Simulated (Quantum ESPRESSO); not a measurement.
# MnPt: orders under volume

Aim: follow moments and order energies of MnPt with volume.

Main program and level: Quantum ESPRESSO 7.5; LDA; plane waves with GBRV 1.5 LDA potentials, no spin-orbit coupling.

## (1) Set-up

The structure is tetragonal, space group P4/mmm (No. 123). Conventional cell: a = 2.828 Å, b = 2.828 Å, c = 3.670 Å, α = 90.00°, β = 90.00°, γ = 90.00°. Nearest to Mn lie 8 Pt at 2.71 Å and 4 Mn at 2.83 Å. Nearest to Pt lie 8 Mn at 2.71 Å and 4 Pt at 2.83 Å. Farther neighbours are not listed.

Coordinates:

```cif
data_structure
_symmetry_space_group_name_H-M 'P 1'
_symmetry_Int_Tables_number 1
_cell_length_a 4.0000
_cell_length_b 4.0000
_cell_length_c 3.6700
_cell_angle_alpha 90.000
_cell_angle_beta 90.000
_cell_angle_gamma 90.000
_cell_volume 58.72
loop_
_atom_site_label
_atom_site_type_symbol
_atom_site_fract_x
_atom_site_fract_y
_atom_site_fract_z
_atom_site_occupancy
Mn1 Mn 0.00000 0.00000 0.00000 1
Mn2 Mn 0.50000 0.50000 0.00000 1
Pt3 Pt 0.50000 0.00000 0.50000 1
Pt4 Pt 0.00000 0.50000 0.50000 1
```

The lattice constants were typed from memory of published values and not checked against a source.

## (2) Volume 0.88, ferro ++

All lengths scale alike; the factor is that of the volume. Atoms keep their fractional places. Seeded atoms are those given a starting moment.

Input file pw.in:

```
&CONTROL
  calculation = 'scf'
  prefix = 'pwscf'
  outdir = './tmp'
  pseudo_dir = './pseudo'
  disk_io = 'nowf'
  tprnfor = .true.
  tstress = .true.
/
&SYSTEM
  ibrav = 0
  celldm(1) = 8
  nat = 4
  ntyp = 2
  ecutwfc = 40
  ecutrho = 280
  nbnd = 44
  occupations = 'smearing'
  smearing = 'fd'
  degauss = 0.00367493
  nspin = 2
  starting_magnetization(1) = 0.2333
  starting_magnetization(2) = 0
/
&ELECTRONS
  conv_thr = 8d-09
  electron_maxstep = 150
  mixing_beta = 0.3
/
ATOMIC_SPECIES
Mn     54.9380 mn_lda_v1.5.uspp.F.UPF
Pt    195.0840 pt_lda_v1.4.uspp.F.UPF
CELL_PARAMETERS alat
   0.9054471277942    0.0000000000000    0.0000000000000
   0.0000000000000    0.9054471277942    0.0000000000000
   0.0000000000000    0.0000000000000    0.8307477397502
ATOMIC_POSITIONS crystal
Mn      0.0000000000    0.0000000000    0.0000000000
Mn      0.5000000000    0.5000000000    0.0000000000
Pt      0.5000000000    0.0000000000    0.5000000000
Pt      0.0000000000    0.5000000000    0.5000000000
K_POINTS automatic
8 8 8 0 0 0
```

Run with:

```sh
OMP_NUM_THREADS=1 mpirun -n 4 pw.x -nk 4 -in pw.in > pw.out
```

The log of the run:

```text
Program PWSCF v.7.5 starts

     Found identity + (  0.5000  0.5000  0.0000) symmetry
     This is a supercell, fractional translations are disabled
     Message from routine setup:
     using ibrav=0 with symmetry is DISCOURAGED, use correct ibrav instead

     K-points division:     npool     =       4
     Subspace diagonalization in iterative solution of the eigenvalue problem:

     bravais-lattice index     =            0
     lattice parameter (alat)  =       8.0000  a.u.
     unit-cell volume          =     348.7107 (a.u.)^3
     number of atoms/cell      =            4
     number of atomic types    =            2
     number of electrons       =        62.00
     number of Kohn-Sham states=           44
     kinetic-energy cutoff     =      40.0000  Ry
     charge density cutoff     =     280.0000  Ry
     scf convergence threshold =      8.0E-09
     mixing beta               =       0.3000
     number of iterations used =            8  plain     mixing
     Exchange-correlation=  SLA  PZ   NOGX NOGC
                           (   1   1   0   0   0   0   0)

     celldm(1)=   8.000000  celldm(2)=   0.000000  celldm(3)=   0.000000
     celldm(4)=   0.000000  celldm(5)=   0.000000  celldm(6)=   0.000000

     crystal axes: (cart. coord. in units of alat)
               a(1) = (   0.905447   0.000000   0.000000 )
               a(2) = (   0.000000   0.905447   0.000000 )
               a(3) = (   0.000000   0.000000   0.830748 )

     reciprocal axes: (cart. coord. in units 2 pi/alat)
               b(1) = (  1.104427  0.000000  0.000000 )
               b(2) = (  0.000000  1.104427  0.000000 )
               b(3) = (  0.000000  0.000000  1.203735 )

     PseudoPot. # 1 for Mn read from file:
     mn_lda_v1.5.uspp.F.UPF
     Pseudo is Ultrasoft + core correction, Zval = 15.0

     PseudoPot. # 2 for Pt read from file:
     pt_lda_v1.4.uspp.F.UPF
     Pseudo is Ultrasoft + core correction, Zval = 16.0

     atomic species   valence    mass     pseudopotential
     Mn               15.00    54.93800     Mn( 1.00)
     Pt               16.00   195.08400     Pt( 1.00)

     Starting magnetic structure
     atomic species   magnetization
     Mn              0.233
     Pt              0.000

     16 Sym. Ops., with inversion, found

   Cartesian axes

     site n.     atom                  positions (alat units)
         1        Mn     tau(   1) = (   0.0000000   0.0000000   0.0000000  )
         2        Mn     tau(   2) = (   0.4527236   0.4527236   0.0000000  )
         3        Pt     tau(   3) = (   0.4527236   0.0000000   0.4153739  )
         4        Pt     tau(   4) = (   0.0000000   0.4527236   0.4153739  )

     number of k points=    75  Fermi-Dirac smearing, width (Ry)=  0.0037
                       cart. coord. in units 2pi/alat
        k(    1) = (   0.0000000   0.0000000   0.0000000), wk =   0.0019531
        k(    2) = (   0.0000000   0.0000000   0.1504669), wk =   0.0039062
        k(    3) = (   0.0000000   0.0000000   0.3009337), wk =   0.0039062
        k(    4) = (   0.0000000   0.0000000   0.4514006), wk =   0.0039062
        k(    5) = (   0.0000000   0.0000000  -0.6018674), wk =   0.0019531
        [... 70 further k-points ...]

     Dense  grid:    27683 G-vectors     FFT dimensions: (  40,  40,  36)

     Smooth grid:    11939 G-vectors     FFT dimensions: (  30,  30,  27)

     Check: negative core charge=   -0.000036
     Generating pointlists ...
     new r_m :   0.2534 (alat units)  2.0275 (a.u.) for type    1
     new r_m :   0.2534 (alat units)  2.0275 (a.u.) for type    2

     Initial potential from superposition of free atoms

     starting charge      59.9998, renormalised to      62.0000

     negative rho (up, down):  1.785E-01 1.790E-01
     Starting wfcs are   50 randomized atomic wfcs

     Self-consistent Calculation

     iteration #  1     ecut=    40.00 Ry     beta= 0.30
     Davidson diagonalization with overlap
     ethr =  1.00E-02,  avg # of iterations =  3.0

     negative rho (up, down):  1.686E-01 1.687E-01

     total energy              =    -843.44020654 Ry
     estimated scf accuracy    <       4.42356611 Ry

     total magnetization       =     4.13 Bohr mag/cell
     absolute magnetization    =     4.46 Bohr mag/cell

     iteration #  2     ecut=    40.00 Ry     beta= 0.30
     Davidson diagonalization with overlap
     ethr =  7.13E-03,  avg # of iterations =  2.0

     negative rho (up, down):  1.681E-01 1.674E-01

     total energy              =    -843.60174503 Ry
     estimated scf accuracy    <       1.96912575 Ry

     total magnetization       =     5.08 Bohr mag/cell
     absolute magnetization    =     5.13 Bohr mag/cell

     [... further iterations left out ...]

     iteration # 17     ecut=    40.00 Ry     beta= 0.30
     Davidson diagonalization with overlap
     ethr =  1.30E-11,  avg # of iterations =  2.0

     negative rho (up, down):  1.644E-01 1.592E-01

     total energy              =    -844.02110913 Ry
     estimated scf accuracy    <       0.00000001 Ry

     total magnetization       =     5.71 Bohr mag/cell
     absolute magnetization    =     5.80 Bohr mag/cell

     iteration # 18     ecut=    40.00 Ry     beta= 0.30
     Davidson diagonalization with overlap
     ethr =  1.30E-11,  avg # of iterations =  1.0

     negative rho (up, down):  1.644E-01 1.592E-01

     Magnetic moment per site  (integrated on atomic sphere of radius R)
     atom   1 (R=0.253)  charge= 13.6096  magn=  2.5554
     atom   2 (R=0.253)  charge= 13.6095  magn=  2.5553
     atom   3 (R=0.253)  charge= 13.5854  magn=  0.2314
     atom   4 (R=0.253)  charge= 13.5854  magn=  0.2314

     End of self-consistent calculation

     Number of k-points >= 100: set verbosity='high' to print the bands.

     the Fermi energy is    21.6995 ev

!    total energy              =    -844.02110913 Ry
     estimated scf accuracy    <          8.9E-10 Ry
     smearing contrib. (-TS)   =      -0.00410162 Ry
     internal energy E=F+TS    =    -844.01700751 Ry

     The total energy is F=E-TS. E is the sum of the following terms:
     one-electron contribution =    -199.78474815 Ry
     hartree contribution      =     148.40963065 Ry
     xc contribution           =    -166.35925759 Ry
     ewald contribution        =    -626.28263242 Ry

     total magnetization       =     5.71 Bohr mag/cell
     absolute magnetization    =     5.80 Bohr mag/cell

     convergence has been achieved in  18 iterations

     negative rho (up, down):  1.644E-01 1.592E-01

     Forces acting on atoms (cartesian axes, Ry/au):

     atom    1 type  1   force =     0.00000000    0.00000000    0.00000000
     atom    2 type  1   force =     0.00000000    0.00000000    0.00000000
     atom    3 type  2   force =     0.00000000    0.00000000    0.00000000
     atom    4 type  2   force =     0.00000000    0.00000000    0.00000000

     Total force =     0.000000     Total SCF correction =     0.000000

     Computing stress (Cartesian axis) and pressure

     negative rho (up, down):  1.644E-01 1.592E-01
          total   stress  (Ry/bohr**3)                   (kbar)     P=       42.37
   0.00008975   0.00000000   0.00000000           13.20        0.00        0.00
   0.00000000   0.00008975   0.00000000            0.00       13.20        0.00
   0.00000000   0.00000000   0.00068451            0.00        0.00      100.70

=------------------------------------------------------------------------------=
   JOB DONE.
=------------------------------------------------------------------------------=
```

The job ended after 48 s (4 MPI ranks of Intel Xeon Platinum 8488C (Sapphire Rapids), shared host; peak memory 0.53 GiB; 3.1 min of CPU time).

Spin moment in the atom's sphere by atom:

```tsv
atom	spin moment in the atom's sphere (μB)
Mn1	2.56
Mn2	2.56
Pt3	0.23
Pt4	0.23
```

This step gave:

```yaml
smearing_term_ts: 0.05581 eV
pressure: 4.237 GPa
magnetization: 5.709 μB
absolute_magnetization: 5.805 μB
final_state: ferromagnetic
```

## (3) Volume 0.88, antiferro +-

Changes to pw.in since step 2:

```diff
@@ -13,6 +13,6 @@
   nat = 4
-  ntyp = 2
+  ntyp = 3
   ecutwfc = 40
   ecutrho = 280
-  nbnd = 44
+  nbnd = 41
   occupations = 'smearing'
@@ -22,3 +22,4 @@
   starting_magnetization(1) = 0.2333
-  starting_magnetization(2) = 0
+  starting_magnetization(2) = -0.2333
+  starting_magnetization(3) = 0
 /
@@ -30,3 +31,4 @@
 ATOMIC_SPECIES
-Mn     54.9380 mn_lda_v1.5.uspp.F.UPF
+Mn1    54.9380 mn_lda_v1.5.uspp.F.UPF
+Mn2    54.9380 mn_lda_v1.5.uspp.F.UPF
 Pt    195.0840 pt_lda_v1.4.uspp.F.UPF
@@ -37,4 +39,4 @@
 ATOMIC_POSITIONS crystal
-Mn      0.0000000000    0.0000000000    0.0000000000
-Mn      0.5000000000    0.5000000000    0.0000000000
+Mn1     0.0000000000    0.0000000000    0.0000000000
+Mn2     0.5000000000    0.5000000000    0.0000000000
 Pt      0.5000000000    0.0000000000    0.5000000000
```

The log of the run:

```text
     [... lines left out ...]
Program PWSCF v.7.5 starts
     [... lines left out ...]
     number of atoms/cell      =            4
     [... lines left out ...]
     number of electrons       =        62.00
     number of Kohn-Sham states=           41
     kinetic-energy cutoff     =      40.0000  Ry
     charge density cutoff     =     280.0000  Ry
     scf convergence threshold =      8.0E-09
     [... lines left out ...]
     16 Sym. Ops., with inversion, found
     [... lines left out ...]
     number of k points=    75  Fermi-Dirac smearing, width (Ry)=  0.0037
     [... lines left out ...]
     iteration # 15     ecut=    40.00 Ry     beta= 0.30
     [... lines left out ...]
     Magnetic moment per site  (integrated on atomic sphere of radius R)
     atom   1 (R=0.253)  charge= 13.5822  magn=  3.2182
     atom   2 (R=0.253)  charge= 13.5822  magn= -3.2182
     atom   3 (R=0.253)  charge= 13.6167  magn=  0.0000
     atom   4 (R=0.253)  charge= 13.6167  magn=  0.0000
     [... lines left out ...]
     the Fermi energy is    22.1701 ev
!    total energy              =    -844.07754548 Ry
     estimated scf accuracy    <          6.5E-10 Ry
     smearing contrib. (-TS)   =      -0.00066907 Ry
     [... lines left out ...]
     total magnetization       =    -0.00 Bohr mag/cell
     absolute magnetization    =     6.83 Bohr mag/cell
     convergence has been achieved in  15 iterations
     [... lines left out ...]
     Total force =     0.000000     Total SCF correction =     0.000000
     [... lines left out ...]
          total   stress  (Ry/bohr**3)                   (kbar)     P=      104.91
     [... lines left out ...]
```

Elapsed: 37 s, on 4 MPI ranks; peak memory 0.53 GiB; 2.5 min of CPU time.

Spin moment in the atom's sphere by atom:

```tsv
atom	spin moment in the atom's sphere (μB)
Mn1	3.22
Mn2	-3.22
Pt3	0.00
Pt4	0.00
```

This step gave:

```yaml
smearing_term_ts: 0.009103 eV
pressure: 10.49 GPa
magnetization: 0 μB
absolute_magnetization: 6.825 μB
final_state: antiferromagnetic
```

## (4) Volume 0.88, no spin polarisation

Changes to pw.in since step 3:

```diff
@@ -13,3 +13,3 @@
   nat = 4
-  ntyp = 3
+  ntyp = 2
   ecutwfc = 40
@@ -20,6 +20,2 @@
   degauss = 0.00367493
-  nspin = 2
-  starting_magnetization(1) = 0.2333
-  starting_magnetization(2) = -0.2333
-  starting_magnetization(3) = 0
 /
@@ -31,4 +27,3 @@
 ATOMIC_SPECIES
-Mn1    54.9380 mn_lda_v1.5.uspp.F.UPF
-Mn2    54.9380 mn_lda_v1.5.uspp.F.UPF
+Mn     54.9380 mn_lda_v1.5.uspp.F.UPF
 Pt    195.0840 pt_lda_v1.4.uspp.F.UPF
@@ -39,4 +34,4 @@
 ATOMIC_POSITIONS crystal
-Mn1     0.0000000000    0.0000000000    0.0000000000
-Mn2     0.5000000000    0.5000000000    0.0000000000
+Mn      0.0000000000    0.0000000000    0.0000000000
+Mn      0.5000000000    0.5000000000    0.0000000000
 Pt      0.5000000000    0.0000000000    0.5000000000
```

The log of the run:

```text
     [... lines left out ...]
Program PWSCF v.7.5 starts
     [... lines left out ...]
     number of atoms/cell      =            4
     [... lines left out ...]
     number of electrons       =        62.00
     number of Kohn-Sham states=           41
     kinetic-energy cutoff     =      40.0000  Ry
     charge density cutoff     =     280.0000  Ry
     scf convergence threshold =      8.0E-09
     [... lines left out ...]
     16 Sym. Ops., with inversion, found
     [... lines left out ...]
     number of k points=    75  Fermi-Dirac smearing, width (Ry)=  0.0037
     [... lines left out ...]
     iteration # 13     ecut=    40.00 Ry     beta= 0.30
     [... lines left out ...]
     the Fermi energy is    21.6614 ev
!    total energy              =    -843.99442976 Ry
     estimated scf accuracy    <          5.5E-09 Ry
     smearing contrib. (-TS)   =      -0.00526753 Ry
     [... lines left out ...]
     convergence has been achieved in  13 iterations
     [... lines left out ...]
     Total force =     0.000000     Total SCF correction =     0.000000
     [... lines left out ...]
          total   stress  (Ry/bohr**3)                   (kbar)     P=     -110.74
     [... lines left out ...]
```

It took 17 s on 4 MPI ranks; peak memory 0.43 GiB.

Numbers from this step:

- smearing term TS: 0.07167 eV
- pressure: -11.07 GPa
- final state: non-magnetic (no spin polarisation)

## (5) Volume 1.12, ferro ++

Changes to pw.in since step 4:

```diff
@@ -16,3 +16,3 @@
   ecutrho = 280
-  nbnd = 41
+  nbnd = 44
   occupations = 'smearing'
@@ -20,2 +20,5 @@
   degauss = 0.00367493
+  nspin = 2
+  starting_magnetization(1) = 0.2333
+  starting_magnetization(2) = 0
 /
@@ -30,5 +33,5 @@
 CELL_PARAMETERS alat
-   0.9054471277942    0.0000000000000    0.0000000000000
-   0.0000000000000    0.9054471277942    0.0000000000000
-   0.0000000000000    0.0000000000000    0.8307477397502
+   0.9812391756231    0.0000000000000    0.0000000000000
+   0.0000000000000    0.9812391756231    0.0000000000000
+   0.0000000000000    0.0000000000000    0.9002869436347
 ATOMIC_POSITIONS crystal
```

The log of the run:

```text
     [... lines left out ...]
Program PWSCF v.7.5 starts
     [... lines left out ...]
     number of atoms/cell      =            4
     [... lines left out ...]
     number of electrons       =        62.00
     number of Kohn-Sham states=           44
     kinetic-energy cutoff     =      40.0000  Ry
     charge density cutoff     =     280.0000  Ry
     scf convergence threshold =      8.0E-09
     [... lines left out ...]
     16 Sym. Ops., with inversion, found
     [... lines left out ...]
     number of k points=    75  Fermi-Dirac smearing, width (Ry)=  0.0037
     [... lines left out ...]
     iteration # 14     ecut=    40.00 Ry     beta= 0.30
     [... lines left out ...]
     Magnetic moment per site  (integrated on atomic sphere of radius R)
     atom   1 (R=0.275)  charge= 13.6634  magn=  3.8908
     atom   2 (R=0.275)  charge= 13.6637  magn=  3.8909
     atom   3 (R=0.275)  charge= 14.1217  magn=  0.3463
     atom   4 (R=0.275)  charge= 14.1217  magn=  0.3463
     [... lines left out ...]
     the Fermi energy is    15.9781 ev
!    total energy              =    -843.95404356 Ry
     estimated scf accuracy    <          6.7E-09 Ry
     smearing contrib. (-TS)   =      -0.00150941 Ry
     [... lines left out ...]
     total magnetization       =     8.69 Bohr mag/cell
     absolute magnetization    =     8.79 Bohr mag/cell
     convergence has been achieved in  14 iterations
     [... lines left out ...]
     Total force =     0.000000     Total SCF correction =     0.000000
     [... lines left out ...]
          total   stress  (Ry/bohr**3)                   (kbar)     P=     -241.49
     [... lines left out ...]
```

Wall time 44 s (4 MPI ranks); peak memory 0.62 GiB; 2.9 min of CPU time.

Numbers from this step:

```yaml
smearing_term_ts: 0.02054 eV
pressure: -24.15 GPa
magnetization: 8.688 μB
absolute_magnetization: 8.794 μB
final_state: ferromagnetic
largest_moment: 3.891 μB
```

## (6) Trends

The runs not shown differ from these in the moved quantity alone.

Final states:

```tsv
volume	ferro ++	antiferro +-	no spin polarisation
0.88	ferromagnetic	antiferromagnetic	non-magnetic
0.91	ferromagnetic	antiferromagnetic	non-magnetic
0.94	ferromagnetic	antiferromagnetic	non-magnetic
0.97	ferromagnetic	antiferromagnetic	non-magnetic
1	ferromagnetic	antiferromagnetic	non-magnetic
1.03	ferromagnetic	antiferromagnetic	non-magnetic
1.06	ferromagnetic	antiferromagnetic	non-magnetic
1.09	ferromagnetic	antiferromagnetic	non-magnetic
1.12	ferromagnetic	antiferromagnetic	non-magnetic
```

Table of largest site moment by volume:

```tsv
volume (factor)	ferro ++ (μB)	antiferro +- (μB)
0.8800	2.56	3.22
0.9100	3.08	3.32
0.9400	3.32	3.42
0.9700	3.48	3.50
1.0000	3.59	3.58
1.0300	3.69	3.65
1.0600	3.76	3.72
1.0900	3.83	3.78
1.1200	3.89	3.84
```

Energy less that of the parallel start against volume; values in meV a seeded atom:

```tsv
volume (factor)	antiferro +-	no spin polarisation
0.8800	-384	181
0.9100	-398	285
0.9400	-391	406
0.9700	-374	532
1.0000	-354	659
1.0300	-332	783
1.0600	-311	903
1.0900	-290	1020
1.1200	-270	1132
```

Table of energy over the lowest by volume; values in meV an atom:

```tsv
volume (factor)	ferro ++	antiferro +-	no spin polarisation
0.8800	210	18.5	301
0.9100	199	0	341
0.9400	198	3.11	401
0.9700	211	24.2	477
1.0000	237	60.0	566
1.0300	274	108	666
1.0600	321	166	773
1.0900	376	232	886
1.1200	439	304	1004
```

## (7) Outcome

```json
{
 "moment, parallel start": "2.56 to 3.89 μB",
 "states met from these starts": "antiferromagnetic and ferromagnetic"
}
```

What this shows: The moment of the parallel start goes from 2.56 μB at 0.88 to 3.89 μB at 1.12. The net moment of the cell goes from 5.71 to 8.69 μB. The radius of the spheres follows the nearest distance, so part of the change of the site moments is the spheres'. The largest moment of the start antiferro +- lies between 3.22 and 3.84 μB. The start antiferro +- lies under the parallel one at every finished point, by 270 to 398 meV a seeded atom.

[Logs and program files are shortened in this print: banners, set-up blocks, solver, clock and traceback lines can be left out without a mark of their own.]

[Logs are printed without paths, hosts, clocks, repeated set-up lines and the standing remarks that a program may print on its own settings, such as how far it seeks lower states.]

[Hosts, paths, dates, database ids (printed as entryN), source tags and the programs' standing remarks are cut or masked in the printed files.]

[Where a cell is said to come from a database of computed structures, the database is the Materials Project.]
